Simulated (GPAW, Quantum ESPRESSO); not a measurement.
# F K-edge XANES of KF (Carobbiite, Fm-3m), part 4 of 4

Aim: the F K edge of KF (Carobbiite, Fm-3m) by two routes, a Lanczos recursion (XSpectra) and a sum over empty bands (GPAW), to see which features are robust.

Quantum ESPRESSO 7.5 and GPAW 26.7.0; core-hole supercells, plane-wave PAW PBE.

So far. Step 12 (Ground state of the crystal (GPAW)): The mesh shows a gap of 6.17 eV, so the hole is first treated in a charged cell, without the excited electron. Step 13 (Spectrum without a core hole, F atom 2 (GPAW)): Main maxima below 24 eV (height): 3.1 eV (2.33), 5.7 eV (1.78), 6.9 eV (1.81), 11.8 eV (0.87) and 19.1 eV (1.80). 

### Step 15. Spectrum with FCH, F atom 2 (GPAW)

Level of this step: X-ray absorption from dipole matrix elements to empty bands, plane-wave PAW PBE (GPAW).

The holes are 6.5 Å apart. The excited electron is left out and a uniform background balances the charge. After the field has converged, empty bands are computed with the density fixed and the dipole matrix elements are summed.

Contents of xas.py:

```python
import numpy as np
from ase import Atoms
from ase.parallel import parprint, paropen
from gpaw import GPAW, PW, FermiDirac, Mixer, MixerDif, setup_paths
from gpaw.test import gen
setup_paths.insert(0, '.')
gen('F', name='fch1s', xcname='PBE', corehole=(1, 0, 1), write_xml=True)
from gpaw.mpi import world
world.barrier()

atoms = Atoms('K6F6',
    cell=[[2.67185, 5.3437, 2.67185],
     [2.67185, -5.3437, 2.67185],
     [2.67185, -2.67185, -5.3437]],
    scaled_positions=[[0, 0, 0],
     [0.66666667, 0, 0.33333333],
     [0.5, 0.5, 0],
     [0.33333333, 0, 0.66666667],
     [0.16666667, 0.5, 0.33333333],
     [0.83333333, 0.5, 0.66666667],
     [0.75, 0.25, 0],
     [0.41666667, 0.25, 0.33333333],
     [0.25, 0.75, 0],
     [0.08333333, 0.25, 0.66666667],
     [0.91666667, 0.75, 0.33333333],
     [0.58333333, 0.75, 0.66666667]],
    pbc=True)
atoms.calc = calc = GPAW(legacy_gpaw=True, mode=PW(500, force_complex_dtype=True), xc='PBE', setups={6: 'fch1s'},
    kpts={'size': (3, 3, 3), 'gamma': True}, occupations=FermiDirac(0.02),
    charge=0, mixer=Mixer(0.1, 5, 50), maxiter=150,
    convergence={'density': 0.0001, 'eigenstates': 1e-6}, txt='scf.txt')
energy = atoms.get_potential_energy() + calc.get_reference_energy()
ef = calc.get_fermi_level()
out = dict(energy=energy, fermi=ef, forces=atoms.get_forces().tolist())
parprint(f'all-electron energy {energy:.4f} eV, Fermi level {ef:.4f} eV')
ev = np.array([[calc.get_eigenvalues(k, s) for k in range(len(calc.get_ibz_k_points()))] for s in range(calc.get_number_of_spins())])
out['homo'], out['lumo'], out['counts'] = ev[ev < ef].max(), ev[ev > ef].min(), sorted(set((ev < ef).sum((0, 2)).tolist()))
out['filled'] = (ev[:, 0] < ef).sum(1).tolist()

from ase.units import Ha
from gpaw.xas import dipole_matrix_elements
nb = int(calc.get_number_of_electrons() / 2) + 139
top, nb = nb, nb + 8 + nb // 12
nscf = calc.fixed_density(kpts={'size': (4, 3, 4), 'gamma': True}, nbands=nb,
    convergence={'bands': top, 'eigenstates': 5e-3}, maxiter=60, txt='nscf.txt')
cell = atoms.cell.array
ops = [cell.T @ U.T @ np.linalg.inv(cell.T) for U in nscf.wfs.kd.symmetry.op_scc]
filled = [48]  # bands filled in the ground state, by spin
E = np.arange(-6, 34, 0.1)
fwhm = np.interp(E, [4, 25], [0.9, 3.5])
Y, X, zero, highest = 0, 0, 1e9, 1e9
for spin in range(nscf.get_number_of_spins()):
    wfs = nscf.wfs
    mine = wfs.bd.get_slice()  # this rank's bands
    A = dipole_matrix_elements(wfs.setups[6])
    eps = np.zeros((wfs.kd.nibzkpts, nb))
    d = np.zeros((3, A.shape[1], wfs.kd.nibzkpts, nb), complex)
    for kpt in wfs.kpt_u:
        if kpt.s == spin and 6 in kpt.P_ani:
            eps[kpt.k, mine] = kpt.eps_n * Ha
            d[:, :, kpt.k, mine] = (kpt.weight * wfs.nspins / 2) ** 0.5 * np.inner(A, kpt.P_ani[6])
    world.sum(eps)
    world.sum(d)
    T = np.einsum('amkn,bmkn->abkn', d, d.conj()).real
    T = sum(np.einsum('ai,ijkn,bj->abkn', R, T, R) for R in ops) / len(ops)
    empty = np.ones_like(eps, bool) & (np.arange(nb) >= filled[spin])
    zero, highest = min(zero, eps[empty].min()), min(highest, eps[:, top - 1].min())
    lines = [(eps, T, empty)] if spin == 0 else lines + [(eps, T, empty)]
for eps, T, empty in lines:
    f = np.einsum('aakn->akn', T).reshape(3, -1)
    x = eps.ravel() - zero
    w = np.interp(x, E, fwhm) / 2.35482
    g = np.exp(-0.5 * ((E[:, None] - x) / w) ** 2) / (w * (2 * np.pi) ** 0.5)
    Y = Y + (f * empty.ravel()) @ g.T
    X = X + (f * ~empty.ravel()) @ g.T
out.update(E=E.round(2).tolist(), xas=Y.tolist(), xes=X.tolist(), zero=zero, valid=highest - zero, nk=len(eps), nb=nb)
for i in range(0, len(E), 10):
    parprint(f'{E[i]:7.2f}', *(f'{v:10.3e}' for v in Y[:, i]))
import json
with paropen('out.json', 'w') as f:
    json.dump(out, f)
```

Run with:

```
$ OMP_NUM_THREADS=1 mpirun -n 4 gpaw python xas.py
```

Numbers of over 12 decimals in the logs are rounded to 6 here.

What it wrote:

```text
Input parameters:
  convergence: {density: 0.0001,
                eigenstates: 1e-06}
  kpts: {gamma: True,
         size: (3, 3, 3)}
  maxiter: 150
  mixer: {backend: pulay,
          beta: 0.1,
          method: separate,
          nmaxold: 5,
          weight: 50}
  mode: {ecut: 500.0,
         force_complex_dtype: True,
         name: pw}
  occupations: {fixmagmom: False,
                name: fermi-dirac,
                width: 0.02}
  setups: {6: fch1s}
  xc: PBE

Initialize ...

[... PAW data sets ...]

Reference energy: -113869.959210  # eV

Spin-paired calculation

[... convergence settings ...]
Symmetries present (total): 2
  [... symmetry matrices ...]

27 k-points: 3 x 3 x 3 Monkhorst-Pack grid
10 k-points in the irreducible part of the Brillouin zone
       k-points in crystal coordinates                weights
   0:     0.00000000    0.00000000    0.00000000          1/27
   1:     0.00000000    0.00000000    0.33333333          2/27
   2:     0.00000000    0.33333333    0.00000000          2/27
   3:     0.00000000    0.33333333    0.33333333          4/27
   4:     0.33333333   -0.33333333    0.00000000          4/27
   5:     0.33333333   -0.33333333    0.33333333          2/27
   6:     0.33333333    0.00000000    0.00000000          4/27
   7:     0.33333333    0.00000000    0.33333333          2/27
   8:     0.33333333    0.33333333    0.00000000          4/27
   9:     0.33333333    0.33333333    0.33333333          2/27

Wave functions: Plane wave expansion
  Cutoff energy: 500.000 eV
  Number of coefficients (min, max): 5797, 5835
  Pulay-stress correction: 0.000000 eV/Ang^3 (de/decut=0.000000)
  Using FFTW library
  Wavefunction extrapolation:
    Improved wavefunction reuse through dual PAW basis

Occupation numbers: Fermi-Dirac:
  width: 0.0200  # eV

Eigensolver
   Davidson(niter=2)

Densities:
  Coarse grid: 35*35*35 grid
  Fine grid: 70*70*70 grid
  Total Charge: 1.000000

Density mixing:
  Method: separate
  Backend: pulay
  Linear mixing parameter: 0.1
  old densities: 5
  Width of damping distribution: 1.1
  Damping of long wavelength oscillations: 50

[... Hamiltonian set-up ...]
Number of atoms: 12
Number of atomic orbitals: 54
Number of bands in calculation: 54
Number of valence electrons: 96
Bands to converge: occupied

... initialized

Initializing position-dependent things.

Density initialized from atomic densities
Creating initial wave functions:
  54 bands from LCAO basis set

                 F
               K      F

              F  K
                F
         K            K
              K     F

               K
              F

Atomic positions and initial magnetic moments

Positions:
   0 K      0.000000    0.000000    0.000000    ( 0.0000,  0.0000,  0.0000)
   1 K      2.671850    2.671850    0.000000    ( 0.0000,  0.0000,  0.0000)
   2 K      2.671850    0.000000    2.671850    ( 0.0000,  0.0000,  0.0000)
   3 K      2.671850   -0.000000   -2.671850    ( 0.0000,  0.0000,  0.0000)
   4 K      2.671850   -2.671850    0.000000    ( 0.0000,  0.0000,  0.0000)
   5 K      5.343700   -0.000000   -0.000000    ( 0.0000,  0.0000,  0.0000)
   6 F      2.671850    2.671850    2.671850    ( 0.0000,  0.0000,  0.0000)
   7 F      2.671850    0.000000    0.000000    ( 0.0000,  0.0000,  0.0000)
   8 F      2.671850   -2.671850    2.671850    ( 0.0000,  0.0000,  0.0000)
   9 F      2.671850   -2.671850   -2.671850    ( 0.0000,  0.0000,  0.0000)
  10 F      5.343700    0.000000    2.671850    ( 0.0000,  0.0000,  0.0000)
  11 F      5.343700   -2.671850   -0.000000    ( 0.0000,  0.0000,  0.0000)

Unit cell:
           periodic     x           y           z      points  spacing
  1. axis:    yes    2.671850    5.343700    2.671850    35     0.1548
  2. axis:    yes    2.671850   -5.343700    2.671850    35     0.1763
  3. axis:    yes    2.671850   -2.671850   -5.343700    35     0.1619

  Lengths:   6.544669   6.544669   6.544669
  Angles:   80.405932 120.000000 109.471221

Effective grid spacing dv^(1/3) = 0.1748

iter:   1   -77.574169
iter:   2   -74.106096   -1.06  -1.21
iter:   3   -69.666352   -0.47  -1.28
iter:   4   -69.342300   -1.41  -1.43
iter:   5   -69.345083   -1.58  -1.54
iter:   6   -69.259582   -1.90  -2.00
iter:   7   -69.391610   -1.34  -2.20
iter:   8   -69.197240   -1.88  -2.07
iter:   9   -69.219951   -2.17  -2.78
iter:  10   -69.199042c  -3.04  -2.60
iter:  11   -69.198958c  -3.88  -3.36
iter:  12   -69.199235c  -4.68  -3.38
iter:  13   -69.198952c  -4.55  -3.53
iter:  14   -69.198964c  -5.74  -3.72
iter:  15   -69.198976c  -6.17c -3.75
iter:  16   -69.198964c  -5.96  -3.85
iter:  17   -69.198974c  -6.39c -3.90
iter:  18   -69.198972c  -6.84c -4.09c

Converged after 18 iterations.

Dipole moment: (0.085205, 1.552553, 0.085205) |e|*Ang

Energy contributions relative to reference atoms: (reference = -113869.959210)

Kinetic:        +34.956530
Potential:      -43.940775
External:        +0.000000
XC:             -57.800730
Entropy (-ST):   -0.000000
Local:           -2.413996
SIC:             +0.000000
--------------------------
Free energy:    -69.198972
Extrapolated:   -69.198972

Showing only first 2 kpts
 Kpt  Band  Eigenvalues  Occupancy
  0    46      0.12324    2.00000
  0    47      0.12574    2.00000
  0    48      5.68311    0.00000
  0    49      8.37709    0.00000

  1    46      0.05282    2.00000
  1    47      0.09997    2.00000
  1    48      6.46104    0.00000
[...]
Fermi level: 1.39135

Gap: 5.557 eV
Transition (v -> c):
  (s=0, k=0, n=47, [0.00, 0.00, 0.00]) -> (s=0, k=0, n=48, [0.00, 0.00, 0.00])
No difference between direct/indirect transitions

Forces in eV/Ang:
  0 K    -0.01445    0.75659   -0.01445
  1 K    -0.04798    0.04871   -0.78629
  2 K     0.01477   -0.75612    0.01477
  3 K    -0.78629    0.04871   -0.04798
  4 K     0.78623   -0.04878    0.04797
  5 K     0.04797   -0.04878    0.78623
  6 F     0.00597   -0.00706    0.00597
  7 F     0.00040   -0.00310    0.00593
  8 F    -0.00265    0.00341   -0.00265
  9 F     0.00593   -0.00310    0.00040
 10 F    -0.08016    0.00295    0.07450
 11 F     0.07450    0.00295   -0.08016
Scalar-relativistic atomic PBE calculation for F (Fluorine, Z=9)
Core hole in 1s state (1s occupation: 1.0)
300 radial gridpoints.
|------------------------------------------------|
|------------------------------------------------|
[... the atom generator's iteration count ...]

Energy contributions:
-------------------------
Kinetic:      +73.588488
XC:            -7.935782
Potential:   -139.373169
-------------------------
Total:        -73.720463

state      eigenvalue         ekin         rmax
-----------------------------------------------
1s^1.0 :   -27.692732    39.310127        0.112
2s^2.0 :    -1.892673     5.152084        0.708
2p^5.0 :    -1.207400     4.794839        0.607
-----------------------------------------------
(units: Bohr and Hartree)

Generating PAW setup
Kinetic energy of the core from tauc = 39.350845
Cutoffs:
rc(s)=1.200
rc(p)=1.200
rc(d)=1.200
rc(vbar)=1.080
rc(comp)=1.200
rc(nct)=1.200

Kinetic energy of the core states: 39.310127
Charge: 1.0
Core electrons: 1.0
Valence electrons: 7.0
Pseudo-core charge: 0.000097
Shape function alpha=6.944
Pseudo-electron charge 5.400158
state    eigenvalue         norm
--------------------------------
2s(2) :    -1.892673     1.038845
*s    :    -0.892673
2p(5) :    -1.207400     0.664474
*p    :    -0.207400
*d    :     0.000000
--------------------------------

Diagonalizing with gridspacing h=0.050

state   all-electron     PAW
-------------------------------
2s:      -1.892673    -1.894840
2p:      -1.207400    -1.210195
*d:                   -0.059772
*f:                   -0.013415
-------------------------------
all-electron energy -113939.1582 eV, Fermi level 1.3914 eV
[...]
31.00  2.089e-05  2.045e-05  2.089e-05
  32.00  2.081e-05  2.026e-05  2.081e-05
  33.00  2.276e-05  2.267e-05  2.276e-05
```

Wall time 2.1 min (4 MPI ranks of Arm Neoverse V2, shared host); peak memory 0.43 GiB; 8.4 min of CPU time.

The F K spectrum, F atom 2, full core hole (charged cell) (energy from the lowest empty level; intensity scaled to a mean of 1 over the first 20 eV):

| E (eV) | intensity |
| --- | --- |
| -2.0 | 0.00 |
| -1.0 | 0.00 |
| 0.0 | 0.01 |
| 1.0 | 0.09 |
| 2.0 | 1.05 |
| 3.0 | 2.77 |
| 4.0 | 0.66 |
| 5.0 | 0.94 |
| 6.0 | 1.50 |
| 7.0 | 1.19 |
| 8.0 | 0.64 |
| 9.0 | 0.54 |
| 10.0 | 0.58 |
| 11.0 | 0.71 |
| 12.0 | 0.72 |
| 13.0 | 0.48 |
| 14.0 | 0.43 |
| 15.0 | 0.72 |
| 16.0 | 1.14 |
| 17.0 | 1.61 |
| 18.0 | 1.94 |
| 19.0 | 1.69 |
| 20.0 | 1.09 |
| 21.0 | 0.67 |
| 22.0 | 0.52 |
| 23.0 | 0.54 |
| 24.0 | 0.66 |
| 25.0 | 0.82 |
| 26.0 | 0.94 |
| 27.0 | 0.96 |
| 28.0 | 0.90 |
| 29.0 | 0.79 |
| 30.0 | 0.68 |

Main maxima below 24 eV (height): 2.7 eV (3.17), 5.7 eV (1.61), 11.5 eV (0.76) and 18.1 eV (1.94). 

The hole costs E(hole) − E(ground) = 688.74 eV, and the lowest empty level of the hole cell on the spectrum's mesh lies at 5.68 eV, which puts the zero at 694.43 eV. With the free-atom term of -9.97 eV for this edge, the photon energy is 684.46 eV.

### Step 16. Excitation energy, F atom 2 (GPAW)

With the excited electron kept in the cell the system stays neutral, and the energy difference is an excitation energy by itself. In a small cell that electron takes up a good share of the lowest empty band, or all of one, which shifts the value from the true onset.

Changed against the first core-hole run: core hole to XCH, with the smearing that suits a partly filled band.

Contents of scf.py:

```python
import numpy as np
from ase import Atoms
from ase.parallel import parprint, paropen
from gpaw import GPAW, PW, FermiDirac, Mixer, MixerDif, setup_paths
from gpaw.test import gen
setup_paths.insert(0, '.')
gen('F', name='fch1s', xcname='PBE', corehole=(1, 0, 1), write_xml=True)
from gpaw.mpi import world
world.barrier()

atoms = Atoms('K6F6',
    cell=[[2.67185, 5.3437, 2.67185],
     [2.67185, -5.3437, 2.67185],
     [2.67185, -2.67185, -5.3437]],
    scaled_positions=[[0, 0, 0],
     [0.66666667, 0, 0.33333333],
     [0.5, 0.5, 0],
     [0.33333333, 0, 0.66666667],
     [0.16666667, 0.5, 0.33333333],
     [0.83333333, 0.5, 0.66666667],
     [0.75, 0.25, 0],
     [0.41666667, 0.25, 0.33333333],
     [0.25, 0.75, 0],
     [0.08333333, 0.25, 0.66666667],
     [0.91666667, 0.75, 0.33333333],
     [0.58333333, 0.75, 0.66666667]],
    pbc=True)
atoms.calc = calc = GPAW(legacy_gpaw=True, mode=PW(500, force_complex_dtype=True), xc='PBE', setups={6: 'fch1s'},
    kpts={'size': (3, 3, 3), 'gamma': True}, occupations=FermiDirac(0.04),
    charge=-1, mixer=Mixer(0.1, 5, 50), maxiter=150,
    convergence={'density': 0.0001, 'eigenstates': 1e-6}, txt='scf.txt')
energy = atoms.get_potential_energy() + calc.get_reference_energy()
ef = calc.get_fermi_level()
out = dict(energy=energy, fermi=ef, forces=atoms.get_forces().tolist())
parprint(f'all-electron energy {energy:.4f} eV, Fermi level {ef:.4f} eV')
ev = np.array([[calc.get_eigenvalues(k, s) for k in range(len(calc.get_ibz_k_points()))] for s in range(calc.get_number_of_spins())])
out['homo'], out['lumo'], out['counts'] = ev[ev < ef].max(), ev[ev > ef].min(), sorted(set((ev < ef).sum((0, 2)).tolist()))
out['filled'] = (ev[:, 0] < ef).sum(1).tolist()
import json
with paropen('out.json', 'w') as f:
    json.dump(out, f)
```

Run with:

```
$ OMP_NUM_THREADS=1 mpirun -n 4 gpaw python scf.py
```

What it wrote:

```text
Input parameters:
  charge: -1
  convergence: {density: 0.0001,
                eigenstates: 1e-06}
  kpts: {gamma: True,
         size: (3, 3, 3)}
  maxiter: 150
  mixer: {backend: pulay,
          beta: 0.1,
          method: separate,
          nmaxold: 5,
          weight: 50}
  mode: {ecut: 500.0,
         force_complex_dtype: True,
         name: pw}
  occupations: {fixmagmom: False,
[...]
2s(2) :    -1.892673     1.038845
*s    :    -0.892673
2p(5) :    -1.207400     0.664474
*p    :    -0.207400
*d    :     0.000000
--------------------------------

Diagonalizing with gridspacing h=0.050

state   all-electron     PAW
-------------------------------
2s:      -1.892673    -1.894840
2p:      -1.207400    -1.210195
*d:                   -0.059772
*f:                   -0.013415
-------------------------------
all-electron energy -113932.8105 eV, Fermi level 6.6046 eV
[key lines of the parts left out:]
Converged after 17 iterations.
Dipole moment: (0.089628, 1.198088, 0.089628) |e|*Ang
Free energy:    -62.853912
Fermi level: 6.60455
```

Wall time 26 s (4 MPI ranks); peak memory 0.24 GiB; 1.7 min of CPU time.

The total-energy difference is 695.09 eV. With the free-atom term of -9.97 eV for this edge, the photon energy is 685.12 eV.

### Step 17. The two programs side by side

The line shapes differ (Lorentzian half width 0.4 eV up to 4 eV, rising linearly to 1.75 eV at 25 eV (not a setting of the program: the run's 0.4 eV curve was folded afterwards with a further Lorentzian above 4 eV), against Gaussian full width 0.9 eV up to 4 eV, rising linearly to 3.5 eV at 25 eV), so both get a further Gaussian of 1.5 eV full width before they are compared; the Lorentzian tails remain.

| E (eV) | XSpectra | GPAW |
| --- | --- | --- |
| -2.00 | 0.06 | 0.00 |
| -1.25 | 0.08 | 0.00 |
| -0.50 | 0.12 | 0.01 |
| 0.25 | 0.21 | 0.05 |
| 1.00 | 0.45 | 0.25 |
| 1.75 | 1.04 | 0.96 |
| 2.50 | 1.76 | 1.90 |
| 3.25 | 1.73 | 1.75 |
| 4.00 | 1.24 | 1.02 |
| 4.75 | 1.13 | 0.93 |
| 5.50 | 1.30 | 1.26 |
| 6.25 | 1.32 | 1.33 |
| 7.00 | 1.15 | 1.12 |
| 7.75 | 0.92 | 0.82 |
| 8.50 | 0.76 | 0.61 |
| 9.25 | 0.69 | 0.56 |
| 10.00 | 0.69 | 0.60 |
| 10.75 | 0.72 | 0.66 |
| 11.50 | 0.74 | 0.70 |
| 12.25 | 0.71 | 0.64 |
| 13.00 | 0.65 | 0.52 |
| 13.75 | 0.64 | 0.48 |
| 14.50 | 0.73 | 0.59 |
| 15.25 | 0.88 | 0.84 |
| 16.00 | 1.05 | 1.15 |
| 16.75 | 1.22 | 1.48 |
| 17.50 | 1.36 | 1.75 |
| 18.25 | 1.40 | 1.82 |
| 19.00 | 1.26 | 1.62 |
| 19.75 | 1.04 | 1.26 |
| 20.50 | 0.85 | 0.90 |
| 21.25 | 0.72 | 0.66 |
| 22.00 | 0.64 | 0.56 |
| 22.75 | 0.61 | 0.54 |
| 23.50 | 0.61 | 0.60 |
| 24.25 | 0.64 | 0.70 |
| 25.00 | 0.68 | 0.81 |
| 25.75 | 0.71 | 0.90 |
| 26.50 | 0.72 | 0.94 |
| 27.25 | 0.70 | 0.94 |
| 28.00 | 0.67 | 0.89 |
| 28.75 | 0.62 | 0.82 |
| 29.50 | 0.58 | 0.74 |
| 30.25 | 0.55 | 0.69 |

|  | XSpectra | GPAW |
| --- | --- | --- |
| k mesh of the spectrum | 4×4×4 | 4×3×4 |
| cutoff (eV) | 776 | 500 |
| highest intensity below 16 eV after the common broadening, eV (height) | 2.8 (1.87) | 2.8 (2.00) |
| zero, corrected photon energy (eV) | 684.4 | 684.5 |
| core time, hole field and spectrum | 15 min | 8.4 min |

### Step 18. With and without the hole

XSpectra's curves. Both curves are counted from their own zero, so only the shift of weight within the empty states shows.

| E (eV) | no hole | FCH |
| --- | --- | --- |
| -2.0 | 0.04 | 0.04 |
| -1.0 | 0.06 | 0.06 |
| 0.0 | 0.10 | 0.12 |
| 1.0 | 0.24 | 0.29 |
| 2.0 | 0.63 | 1.08 |
| 3.0 | 1.84 | 2.34 |
| 4.0 | 1.27 | 0.94 |
| 5.0 | 1.06 | 0.97 |
| 6.0 | 1.54 | 1.37 |
| 7.0 | 1.73 | 1.26 |
| 8.0 | 1.00 | 0.71 |
| 9.0 | 0.88 | 0.59 |
| 10.0 | 0.68 | 0.60 |
| 11.0 | 0.91 | 0.75 |
| 12.0 | 0.84 | 0.78 |
| 13.0 | 0.49 | 0.48 |
| 14.0 | 0.42 | 0.42 |
| 15.0 | 0.54 | 0.71 |
| 16.0 | 0.68 | 0.98 |
| 17.0 | 0.86 | 1.43 |
| 18.0 | 1.24 | 2.08 |
| 19.0 | 1.96 | 1.68 |
| 20.0 | 1.51 | 0.78 |
| 21.0 | 1.07 | 0.63 |
| 22.0 | 0.58 | 0.45 |
| 23.0 | 0.43 | 0.47 |
| 24.0 | 0.54 | 0.50 |
| 25.0 | 0.84 | 0.81 |
| 26.0 | 0.77 | 0.92 |
| 27.0 | 0.88 | 0.82 |
| 28.0 | 0.99 | 0.77 |
| 29.0 | 0.70 | 0.60 |
| 30.0 | 0.49 | 0.42 |
| 31.0 | 0.53 | 0.46 |
| 32.0 | 0.55 | 0.52 |

With each curve scaled to its own mean, the area from −2 to 6 eV with the hole is 6.6 against 6.0, and the centre of weight from −1 to 20 eV moves by +0.2 eV (first and strongest maxima below 20 eV: 3.1 eV (1.88), 7.2 eV (1.73) and 18.7 eV (2.15) without the hole, 2.8 eV (2.63), 5.6 eV (1.60) and 18.5 eV (2.30) with it); the shape changes all the same, by 35 % r.m.s.

### Step 19. Results

| Item | Value |
| --- | --- |
| absorber and edge | F K, atom 2 of the ground-state input (counted from 1) |
| surroundings | 6 K at 2.67 Å (octahedral, site symmetry m-3m) |
| highest intensity below 16 eV (XSpectra, narrow line) | 2.8 eV above the zero, height 2.63 |
| photon energy of the zero, with the added terms | 684.4 eV (raw 694.4 eV; uncertain by a few eV) |

What this shows: The two programs agree on the overall shape: 13 % r.m.s. remains over the first 14 eV after a relative shift of 0.0 eV, and their photon-energy zeros differ by 0.0 eV. What differs may come from the PAW partial waves, meshes, cutoffs and line shapes. In XSpectra the F K edge of atom 2, with 6 K at 2.67 Å (octahedral, site symmetry m-3m), has its highest intensity of the first 16 eV at 2.8 eV above the zero, near 687 eV in photon energy (uncertain by a few eV), 2.6 times the mean level of the first 20 eV (Lorentzian half width 0.4 eV). In XSpectra: With each curve scaled to its own mean, the area from −2 to 6 eV with the hole is 6.6 against 6.0, and the centre of weight from −1 to 20 eV moves by +0.2 eV (first and strongest maxima below 20 eV: 3.1 eV (1.88), 7.2 eV (1.73) and 18.7 eV (2.15) without the hole, 2.8 eV (2.63), 5.6 eV (1.60) and 18.5 eV (2.30) with it); the shape changes all the same, by 35 % r.m.s. In GPAW: With each curve scaled to its own mean, the area from −2 to 6 eV with the hole is 6.3 against 5.9, and the centre of weight from −1 to 20 eV moves by +0.4 eV (first and strongest maxima below 20 eV: 3.1 eV (2.33), 6.9 eV (1.81) and 19.1 eV (1.80) without the hole, 2.7 eV (3.17), 5.7 eV (1.61) and 18.1 eV (1.94) with it); the shape changes all the same, by 37 % r.m.s. In XSpectra the neutral-cell energy lies +0.7 eV from the charged-cell zero, a gap made of the charged-cell error and of where the added electron settles. In GPAW the neutral-cell energy lies +0.7 eV from the charged-cell zero, a gap made of the charged-cell error and of where the added electron settles. Lifetime broadening is put in by hand, and intensities beyond about 20 eV depend on it and on the partial waves; weight that the partial waves miss at high energy is lost. The structure is a published determination, not relaxed.

[Banner, clock and machine lines of the logs are left out without a mark of their own.]

[Logs are printed without paths, hosts, clocks, repeated set-up lines and the standing remarks that a program may print on its own settings, such as how far it seeks lower states.]

[Hosts, paths, dates, database ids (printed as entryN), source tags and the programs' standing remarks are cut or masked in the printed files.]

[Lists of maxima count a maximum above −3 eV only where it reaches 4 % of the highest in the window and stands out from its surroundings by 2 % of it (1.5 % where it reaches 55 %); shoulders and weaker maxima are passed over, and of the rest the first, up to two pre-edge ones and the few strongest are named.]
